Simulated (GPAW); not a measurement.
LiCuS2 (C2/m), S K edge of atom 2, with 2 Cu at 2.24 Å, 1 Li at 2.56 Å and 2 Li at 2.68 Å (5-fold, site symmetry m). Method: GPAW, LDA, excited-electron core hole (neutral cell), 12-atom cell with 6.1 Å between holes, 4×4×4 k points, dipole transitions, Gaussian full width 0.9 eV up to 4 eV, rising linearly to 3.5 eV at 25 eV.

```
Cu S Li
1.0
     3.86608   -1.71055    0.00000
     3.86608    1.71055    0.00000
    -2.80107    0.00000    5.37265
Cu S Li
1 2 1
Direct
  0.50000 0.50000 0.00000
  0.12684 0.12684 0.26566
  0.87316 0.87316 0.73433
  0.50000 0.50000 0.50000
```

Energy from the lowest empty level; a common scale on which the isotropic spectrum has a mean of 1 over the first 20 eV.

```csv
E (eV),curve 1,curve 2,curve 3
-2.00,0.00,0.00,0.00
-1.25,0.00,0.00,0.00
-0.50,0.44,0.02,0.19
0.25,2.77,0.11,1.71
1.00,2.28,0.10,1.94
1.75,0.31,0.01,0.24
2.50,0.01,0.04,0.01
3.25,0.11,0.57,0.16
4.00,0.40,1.68,0.93
4.75,0.69,1.27,1.74
5.50,0.80,1.54,1.47
6.25,0.69,1.70,1.08
7.00,0.48,1.64,1.20
7.75,0.59,1.25,1.77
8.50,1.00,0.89,1.78
9.25,1.43,0.81,1.46
10.00,1.70,0.74,1.41
10.75,1.68,0.76,1.40
11.50,1.57,0.86,1.25
12.25,1.58,0.97,1.07
13.00,1.50,1.05,0.99
13.75,1.18,1.09,0.93
14.50,0.85,1.10,0.82
15.25,0.73,1.09,0.75
16.00,0.72,1.03,0.75
16.75,0.73,0.92,0.81
17.50,0.76,0.81,0.90
18.25,0.81,0.75,1.01
19.00,0.85,0.71,1.09
19.75,0.90,0.70,1.12
20.50,0.97,0.72,1.12
21.25,1.03,0.77,1.08
22.00,1.05,0.82,1.01
22.75,1.03,0.88,0.92
23.50,0.99,0.95,0.84
24.25,0.98,1.03,0.79
25.00,0.98,1.11,0.77
25.75,0.99,1.18,0.78
26.50,1.00,1.22,0.81
27.25,1.01,1.20,0.83
28.00,1.01,1.14,0.85
28.75,1.02,1.05,0.85
29.50,1.03,0.97,0.86
30.25,1.03,0.92,0.85
31.00,1.02,0.89,0.83
31.75,1.00,0.89,0.81
```

Q: The curves are for the electric vector along different Cartesian axes of the cell as given, averaged over the symmetry-equivalent atoms. Which is which?

Curve 1: along z, main maxima 0.5 eV (3.19), 10.3 eV (1.73) and 21.9 eV (1.05). Curve 2: along x, main maxima 0.6 eV (0.13), 4.1 eV (1.71), 6.0 eV (1.73) and 14.6 eV (1.10). Curve 3: along y, main maxima 0.7 eV (2.46), 4.9 eV (1.78) and 8.1 eV (1.88). A K edge sees empty p states on the absorber. Each direction probes the empty orbitals that point along it. The unit cell's mesh shows no gap over 0.35 eV. That is right for a metallic compound; for a small-gap or correlated insulator it would be the fault of the functional or of the assumed magnetic order, and the hole would be screened too well. The holes are only 6.1 Å apart, so the shape is probably not converged with cell size; no larger cell was run here.

[Banner, clock and machine lines of the logs are left out without a mark of their own.]

[Logs are printed without paths, hosts, clocks, repeated set-up lines and the standing remarks that a program may print on its own settings, such as how far it seeks lower states.]

[Hosts, paths, dates, database ids (printed as entryN), source tags and the programs' standing remarks are cut or masked in the printed files.]

[Lists of maxima count a maximum above −3 eV only where it reaches 4 % of the highest in the window and stands out from its surroundings by 2 % of it (1.5 % where it reaches 55 %); shoulders and weaker maxima are passed over, and of the rest the first, up to two pre-edge ones and the few strongest are named.]
